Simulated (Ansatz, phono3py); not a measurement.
# Al2O3 (Corundum, R-3c): solver, mesh and scattering choices in phono3py, part 5 of 5

Aim: with force constants in hand, see how mesh, solver, isotopes and boundaries change the conductivity of Al2O3 (Corundum).

Measurements to reproduce:
- thermal conductivity 30 W/m/K near room temperature (given in “Combining the AFLOW GIBBS and Elastic Libraries to efficiently and robustly screen thermo-mechanical properties of solids”, 2017, arXiv:1611.05714)

Ansatz 0.2.0 and phono3py 4.10.0; DFT LDA, scalar-relativistic, plane waves, PAW; PAW set soft_1 (the session's first sound run).

So far, κ at 300 K (W/m/K): step 3 (relaxation-time solution) 38.3; step 14 (solver RTA with coherences (SMM19)) 38.9; step 15 (delta function Gaussian, sigma 0.05 THz) 38.3; step 16 (delta function Gaussian, sigma 1 THz) 38.0; step 18 (without dipole term) 30.4.

## Step 19: A changed mass, third order supercell 2×2×2, supercell 2×2×2

Level of this step: DFT LDA, scalar-relativistic, plane waves, PAW; PAW set soft_1; phono3py on Ansatz's force constants (phono3py).

Changing one mass at fixed force constants separates the effect of mass from that of bonding.

Input file phono3py.yaml:

```yaml
phono3py:
  version: "4.10.0"
  frequency_unit_conversion_factor: 15.633302
  symmetry_tolerance: 1.00000e-05

physical_unit:
  atomic_mass: "AMU"
  length: "angstrom"

space_group:
  type: "R-3c"
  number: 167
  Hall_symbol: "-R 3 2\"c"

primitive_matrix:
- [  1.000000000000000,  0.000000000000000,  0.000000000000000 ]
- [  0.000000000000000,  1.000000000000000,  0.000000000000000 ]
- [  0.000000000000000,  0.000000000000000,  1.000000000000000 ]

supercell_matrix:
- [   2,   0,   0 ]
- [   0,   2,   0 ]
- [   0,   0,   2 ]

# [primitive_cell block left out]
unit_cell:
  lattice:
  - [     2.364341356932580,     1.365053118881190,     4.296695850500000 ] # a
  - [    -2.364341356932580,     1.365053118881190,     4.296695850500000 ] # b
  - [     0.000000000000000,    -2.730106237762380,     4.296695850500000 ] # c
  points:
  - symbol: Al # 1
    coordinates: [  0.351980285900000,  0.351980285900000,  0.351980285900000 ]
    mass: 26.981538
    reduced_to: 1
  - symbol: Al # 2
    coordinates: [  0.148019714100000,  0.148019714100000,  0.148019714100000 ]
    mass: 26.981538
    reduced_to: 2
  - symbol: Al # 3
    coordinates: [  0.648019714100000,  0.648019714100000,  0.648019714100000 ]
    mass: 26.981538
    reduced_to: 3
  - symbol: Al # 4
    coordinates: [  0.851980285900000,  0.851980285900000,  0.851980285900000 ]
    mass: 26.981538
    reduced_to: 4
  - symbol: O # 5
    coordinates: [  0.555830463500000,  0.944169536500000,  0.250000000000000 ]
    mass: 15.999000
    reduced_to: 5
  - symbol: O # 6
    coordinates: [  0.250000000000000,  0.555830463500000,  0.944169536500000 ]
    mass: 15.999000
    reduced_to: 6
  - symbol: O # 7
    coordinates: [  0.944169536500000,  0.250000000000000,  0.555830463500000 ]
    mass: 15.999000
    reduced_to: 7
  - symbol: O # 8
    coordinates: [  0.444169536500000,  0.055830463500000,  0.750000000000000 ]
    mass: 15.999000
    reduced_to: 8
  - symbol: O # 9
    coordinates: [  0.750000000000000,  0.444169536500000,  0.055830463500000 ]
    mass: 15.999000
    reduced_to: 9
  - symbol: O # 10
    coordinates: [  0.055830463500000,  0.750000000000000,  0.444169536500000 ]
    mass: 15.999000
    reduced_to: 10

# [supercell block left out]
phonon_supercell_matrix:
- [   2,   0,   0 ]
- [   0,   2,   0 ]
- [   0,   0,   2 ]

# [phonon_primitive_cell block left out]
# [phonon_supercell block left out]
nac:
  born_effective_charge:
  - # 1 (Al)
    - [  2.963474405521225, -0.027310643508614,  0.000000000000000 ]
    - [  0.027310643508614,  2.963474405521223,  0.000000000000000 ]
    - [  0.000000000000000,  0.000000000000000,  2.931026863845152 ]
  - # 2 (Al)
    - [  2.963474405521225,  0.027310643508614,  0.000000000000000 ]
    - [ -0.027310643508614,  2.963474405521223,  0.000000000000000 ]
    - [  0.000000000000000,  0.000000000000000,  2.931026863845152 ]
  - # 3 (Al)
    - [  2.963474405521224, -0.027310643508614,  0.000000000000000 ]
    - [  0.027310643508614,  2.963474405521222,  0.000000000000000 ]
    - [  0.000000000000000,  0.000000000000000,  2.931026863845152 ]
  - # 4 (Al)
    - [  2.963474405521224,  0.027310643508614,  0.000000000000000 ]
    - [ -0.027310643508614,  2.963474405521223,  0.000000000000000 ]
    - [  0.000000000000000,  0.000000000000000,  2.931026863845152 ]
  - # 5 (O)
    - [ -2.075813574684076,  0.000000000000000,  0.000000000000000 ]
    - [  0.000000000000000, -1.875485632677554,  0.260479036326533 ]
    - [  0.000000000000000,  0.351644526849316, -1.954017909230102 ]
  - # 6 (O)
    - [ -1.925567618179186,  0.086744543432751, -0.225581462612068 ]
    - [  0.086744543432751, -2.025731589182445, -0.130239518163267 ]
    - [ -0.304533093353267, -0.175822263424658, -1.954017909230101 ]
  - # 7 (O)
    - [ -1.925567618179186, -0.086744543432751,  0.225581462612068 ]
    - [ -0.086744543432751, -2.025731589182445, -0.130239518163267 ]
    - [  0.304533093353267, -0.175822263424658, -1.954017909230101 ]
  - # 8 (O)
    - [ -2.075813574684076,  0.000000000000000,  0.000000000000000 ]
    - [  0.000000000000000, -1.875485632677554,  0.260479036326533 ]
    - [  0.000000000000000,  0.351644526849316, -1.954017909230102 ]
  - # 9 (O)
    - [ -1.925567618179187,  0.086744543432751, -0.225581462612068 ]
    - [  0.086744543432751, -2.025731589182445, -0.130239518163267 ]
    - [ -0.304533093353267, -0.175822263424658, -1.954017909230101 ]
  - # 10 (O)
    - [ -1.925567618179186, -0.086744543432751,  0.225581462612068 ]
    - [ -0.086744543432751, -2.025731589182445, -0.130239518163267 ]
    - [  0.304533093353267, -0.175822263424658, -1.954017909230101 ]
  dielectric_constant:
    - [  3.246062244621815,  0.000000000000000,  0.000000000000000 ]
    - [  0.000000000000000,  3.246062244621811,  0.000000000000000 ]
    - [  0.000000000000000,  0.000000000000000,  3.206155143223621 ]
  unit_conversion_factor: 14.399645
```

Launch:

```sh
> phono3py phono3py.yaml --mesh 13 13 13 --br --mass 26.982 26.982 26.982 26.982 12.799 12.799 12.799 12.799 12.799 12.799 --ts 100 300 600
```

The program printed:

```text
[banner, memory and clock lines left out]
Rust backend (phonors) using rayon (8 threads).
Running in phono3py.load mode.
Spglib version 2.8.0
----------------------------- General settings -----------------------------
Run mode: conductivity-RTA
HDF5 data compression filter: gzip
Crystal structure was read from "phono3py.yaml".
Supercell (dim): [2 2 2]
Phonon supercell (dim-fc2): [2 2 2]
Primitive matrix:
  [1. 0. 0.]
  [0. 1. 0.]
  [0. 0. 1.]
Spacegroup: R-3c (167)
Use -v option to watch primitive cell, unit cell, and supercell structures.
NAC parameters were read from "phono3py.yaml".
fc3 was read from "fc3.hdf5".
fc2 was read from "fc2.hdf5".
----------------------------- Force constants ------------------------------
Max drift of fc3: 0.00000300 (xyy) 0.00000300 (xyy) 0.00000300 (xyy)
Max drift of fc2: 0.00001000 (xx) 0.00001000 (xx)
--------------------------- Calculation settings ---------------------------
Non-analytical term correction (NAC): True
NAC unit conversion factor:  14.39964
BZ integration: Tetrahedron-method
Temperature:  100.0  300.0  600.0
Cutoff frequency: 0.01
Mesh sampling: [ 13 13 13 ]
Generating grid system ... [ 13 13 13 ]
fc3-r2q-transformation over three atoms: True
--------------------------- Phonon calculations ----------------------------
  PRB 50, 13035(R) (1994), PRB 55, 10355 (1997)
  G-cutoff distance: 0.95, Number of G-points: 297, Lambda: 0.18
Running harmonic phonon calculations...
-------------------- Lattice thermal conductivity (RTA) --------------------
Running heat capacity calculations...
Running velocity calculations...
======================= Grid point 0 (1/231) =======================
q-point: ( 0.00  0.00  0.00)
Boundary mean free path (millimeter): 1000.000
Number of triplets: 231
Frequency     group velocity (x, y, z)     |gv|
   0.006   (   0.000    0.000    0.000)    0.000
   0.007   (   0.000    0.000    0.000)    0.000
   0.009   (   0.000    0.000    0.000)    0.000
   9.333   (   0.000    0.000    0.000)    0.000
  11.887   (   0.000    0.000    0.000)    0.000
  11.887   (   0.000    0.000    0.000)    0.000
  12.470   (   0.000    0.000    0.000)    0.000
  12.470   (   0.000    0.000    0.000)    0.000
  12.592   (   0.000    0.000    0.000)    0.000
  12.798   (   0.000    0.000    0.000)    0.000
  13.261   (   0.000    0.000    0.000)    0.000
  13.261   (   0.000    0.000    0.000)    0.000
  14.193   (   0.000    0.000    0.000)    0.000
  14.193   (   0.000    0.000    0.000)    0.000
  14.305   (   0.000    0.000    0.000)    0.000
  14.305   (   0.000    0.000    0.000)    0.000
[...]
======================= Grid point 1 (2/231) =======================
q-point: ( 0.08  0.00  0.00)
Boundary mean free path (millimeter): 1000.000
Number of triplets: 595
Frequency     group velocity (x, y, z)     |gv|
[...]
[14 lines left out]
[...]
[228 grid points left out]
======================= Grid point 1106 (231/231) =======================
q-point: ( 0.54  0.46  0.46)
Boundary mean free path (millimeter): 1000.000
Number of triplets: 595
Frequency     group velocity (x, y, z)     |gv|
[...]
22.060   ( -10.004   -5.776    7.783)   13.929
  22.064   ( -14.010   -8.089   -8.214)   18.143
  22.975   ( -10.112   -5.838   24.283)   26.945
  23.280   (   3.537    2.042   18.083)   18.539
  23.293   (   5.413    3.125  -22.406)   23.261
  23.459   (   9.669    5.582  -17.948)   21.137
  26.854   (  -3.899   -2.251   16.068)   16.687
  26.946   (  -4.236   -2.446  -15.667)   16.413
=================== End of collection of collisions ===================
----------- Thermal conductivity (W/m-k) with tetrahedron method -----------
#  T(K)        xx         yy         zz         yz         xz         xy
  100.0     448.459    448.459    596.923     -0.000      0.000      0.000
  300.0      37.063     37.063     46.475     -0.000      0.000      0.000
  600.0      15.360     15.360     18.989     -0.000      0.000      0.000

Thermal conductivity related properties were written into
"kappa-m131313.hdf5".
Summary of calculation was written in "phono3py.yaml".
```

Run time: 4.4 min. Hardware: 8 threads of Intel Xeon at 2.70GHz, shared host; peak memory 0.18 GiB; 35 min of CPU time.

This step gave:

| Item | Value |
| --- | --- |
| κ at 300 K | 40.2 W/m/K |
| κ xx, yy, zz at 300 K | 37.06, 37.06, 46.47 W/m/K |

W/m/K. Kappa, by row:

| T (K) | xx | yy | zz | yz | xz | xy |
| --- | --- | --- | --- | --- | --- | --- |
| 100 | 448.5 | 448.5 | 596.9 | 0 | 0 | 0 |
| 300 | 37.06 | 37.06 | 46.47 | 0 | 0 | 0 |
| 600 | 15.36 | 15.36 | 18.99 | 0 | 0 | 0 |

Without isotope scattering in either run, κ at 300 K goes from 38.4 to 40.2 W/(m K).

## Step 20: Mass disorder, third order supercell 2×2×2, supercell 2×2×2

A typed mass variance takes the place of the natural one on the sites of one element, as a model of more or less disorder.

phono3py.yaml is that of step 19.

Launch:

```sh
> phono3py phono3py.yaml --mesh 13 13 13 --br --isotope --mv 0.001 0.001 0.001 0.001 3.359e-05 3.359e-05 3.359e-05 3.359e-05 3.359e-05 3.359e-05 --ts 100 150 200 300 400 500 600 800
```

The program printed:

```text
[banner, memory and clock lines left out]
Rust backend (phonors) using rayon (8 threads).
Running in phono3py.load mode.
Spglib version 2.8.0
----------------------------- General settings -----------------------------
Run mode: conductivity-RTA
HDF5 data compression filter: gzip
Crystal structure was read from "phono3py.yaml".
Supercell (dim): [2 2 2]
Phonon supercell (dim-fc2): [2 2 2]
Primitive matrix:
  [1. 0. 0.]
  [0. 1. 0.]
  [0. 0. 1.]
Spacegroup: R-3c (167)
Use -v option to watch primitive cell, unit cell, and supercell structures.
NAC parameters were read from "phono3py.yaml".
fc3 was read from "fc3.hdf5".
fc2 was read from "fc2.hdf5".
----------------------------- Force constants ------------------------------
Max drift of fc3: 0.00000300 (xyy) 0.00000300 (xyy) 0.00000300 (xyy)
Max drift of fc2: 0.00001000 (xx) 0.00001000 (xx)
--------------------------- Calculation settings ---------------------------
Non-analytical term correction (NAC): True
NAC unit conversion factor:  14.39964
BZ integration: Tetrahedron-method
Temperature:  100.0  150.0  200.0  300.0  400.0 ... 800.0
Cutoff frequency: 0.01
Mesh sampling: [ 13 13 13 ]
Generating grid system ... [ 13 13 13 ]
fc3-r2q-transformation over three atoms: True
--------------------------- Phonon calculations ----------------------------
  PRB 50, 13035(R) (1994), PRB 55, 10355 (1997)
  G-cutoff distance: 0.95, Number of G-points: 297, Lambda: 0.18
Running harmonic phonon calculations...
-------------------- Lattice thermal conductivity (RTA) --------------------
Running heat capacity calculations...
Running velocity calculations...
Running isotope scattering calculations with tetrahedron method...
======================= Grid point 0 (1/231) =======================
q-point: ( 0.00  0.00  0.00)
Boundary mean free path (millimeter): 1000.000
Mass variance parameters: 1.00e-03 1.00e-03 1.00e-03 1.00e-03 3.36e-05 3.36e-05 3.36e-05 3.36e-05 3.36e-05 3.36e-05
Number of triplets: 231
Frequency     group velocity (x, y, z)     |gv|
   0.006   (   0.000    0.000    0.000)    0.000
   0.007   (   0.000    0.000    0.000)    0.000
   0.008   (   0.000    0.000    0.000)    0.000
   9.303   (   0.000    0.000    0.000)    0.000
  11.189   (   0.000    0.000    0.000)    0.000
  11.189   (   0.000    0.000    0.000)    0.000
  11.657   (   0.000    0.000    0.000)    0.000
  11.657   (   0.000    0.000    0.000)    0.000
  11.870   (   0.000    0.000    0.000)    0.000
  12.548   (   0.000    0.000    0.000)    0.000
  13.030   (   0.000    0.000    0.000)    0.000
  13.030   (   0.000    0.000    0.000)    0.000
  13.139   (   0.000    0.000    0.000)    0.000
  13.139   (   0.000    0.000    0.000)    0.000
  13.350   (   0.000    0.000    0.000)    0.000
  13.350   (   0.000    0.000    0.000)    0.000
[...]
======================= Grid point 1 (2/231) =======================
q-point: ( 0.08  0.00  0.00)
Boundary mean free path (millimeter): 1000.000
Mass variance parameters: 1.00e-03 1.00e-03 1.00e-03 1.00e-03 3.36e-05 3.36e-05 3.36e-05 3.36e-05 3.36e-05 3.36e-05
Number of triplets: 595
Frequency     group velocity (x, y, z)     |gv|
[...]
[23 lines left out]
q-point: ( 0.54  0.46  0.46)
Boundary mean free path (millimeter): 1000.000
Mass variance parameters: 1.00e-03 1.00e-03 1.00e-03 1.00e-03 3.36e-05 3.36e-05 3.36e-05 3.36e-05 3.36e-05 3.36e-05
Number of triplets: 595
Frequency     group velocity (x, y, z)     |gv|
[...]
19.817   (  -5.984   -3.455    6.339)    9.377
  19.825   (  -8.895   -5.135   -6.846)   12.343
  20.699   (  -8.043   -4.644   20.850)   22.825
  20.961   (   4.835    2.791  -19.668)   20.445
  20.962   (   4.010    2.315   18.850)   19.410
  21.116   (   7.736    4.466  -18.385)   20.440
  24.882   (  -5.411   -3.124   19.433)   20.412
  24.995   (  -5.534   -3.195  -18.722)   19.782
=================== End of collection of collisions ===================
----------- Thermal conductivity (W/m-k) with tetrahedron method -----------
#  T(K)        xx         yy         zz         yz         xz         xy
  100.0     309.680    309.680    398.721     -0.000      0.000      0.000
  150.0     109.284    109.284    137.743     -0.000      0.000      0.000
  200.0      62.047     62.047     76.759     -0.000      0.000      0.000
  300.0      33.703     33.703     40.595     -0.000      0.000      0.000
  400.0      23.697     23.697     28.117     -0.000      0.000      0.000
  500.0      18.475     18.475     21.735     -0.000      0.000      0.000
  600.0      15.212     15.212     17.804     -0.000      0.000      0.000
  800.0      11.302     11.302     13.152     -0.000      0.000      0.000

Thermal conductivity related properties were written into
"kappa-m131313.hdf5".
Summary of calculation was written in "phono3py.yaml".
```

Elapsed: 4.6 min, on 8 threads; peak memory 0.18 GiB; 36 min of CPU time.

This step gave:

```yaml
kappa_at_300_k: 36 W/m/K
kappa_xx_yy_zz_at_300_k: 33.7, 33.7, 40.59 W/m/K
```

W/m/K. Kappa, by row:

```csv
T (K),xx,yy,zz,yz,xz,xy
100,309.7,309.7,398.7,0,0,0
150,109.3,109.3,137.7,0,0,0
200,62.05,62.05,76.76,0,0,0
300,33.7,33.7,40.59,0,0,0
400,23.7,23.7,28.12,0,0,0
500,18.47,18.47,21.73,0,0,0
600,15.21,15.21,17.8,0,0,0
800,11.3,11.3,13.15,0,0,0
```

κ at 300 K goes from 38.3 in the base run to 36 W/(m K).

## Step 21: An input with a fault, third order supercell 2×2×2, supercell 2×2×2

This input was changed on purpose, to see how the program answers.

phono3py.yaml is that of step 20.

Launch:

```sh
> phono3py phono3py.yaml --mesh 9 9 --br --ts 300
```

The program printed:

```text
Rust backend (phonors) using rayon (8 threads).
Running in phono3py.load mode.
Spglib version 2.8.0
Mesh numbers are incorrectly set.
Please check the setting tags and options.
```

Wall time 0.4 s (8 threads); peak memory 0.15 GiB.

The run ended with an error.

The fault put into the input: two mesh numbers.

## Step 22: What came out

```
κ at 300 K, RTA, natural isotopes, mesh 13×13×13 : 38.3 W/m/K
κ at 300 K, RTA, pure, mesh 13×13×13             : 38.4 W/m/K
κ at 300 K, with coherences, mesh 13×13×13       : 38.9 W/m/K
κ at 300 K, no dipole term, mesh 13×13×13        : 30.4 W/m/K
```

What this shows: On these constants κ of Al2O3 (Corundum) at 300 K is 38.3 W/(m K) in the base run, by relaxation time; smearing and coherences move that between 38.0 and 38.9. On the same constants and mesh Ansatz's figure, which includes its coherence part, and phono3py's, which doesn't, differ by up to 8.8 %; with phono3py's own coherence part added, which is defined differently, the largest difference is 0.10 %. The last step of the mesh series (9 to 11) moves κ at 300 K by +1.8 %, while the coarsest mesh gives 68 % of the densest value. Normal processes make 48 % of the three-phonon scattering at 300 K, weighting modes by their heat capacity. A boundary length of 0.1 µm leaves 62 % of κ at 300 K. A boundary length of 0.3 µm leaves 77 % of κ at 300 K. Scaling the mass of O by 0.8 at fixed force constants, a model exercise, multiplies the isotope-free κ by 1.05. A mass variance of 0.001 on the Al sites, typed in place of the natural one, gives 94 % of the base value. A measured thermal conductivity near room temperature is 30 W/m/K (arXiv:1611.05714); the calculated 38.3 W/m/K differs by +28 %. Four-phonon, defect and boundary scattering, which are left out, would lower the calculated value; thermal expansion is left out too. The PAW files were made for PBE and are used here under another functional, for which the program regenerates the frozen cores.

[Logs are printed without paths, hosts, clocks, repeated set-up lines and the standing remarks that a program may print on its own settings, such as how far it seeks lower states.]

[Hosts, paths, dates, database ids (printed as entryN), source tags and the programs' standing remarks are cut or masked in the printed files.]

[A step with changed settings may run another functional than the one named; its input shows which.]
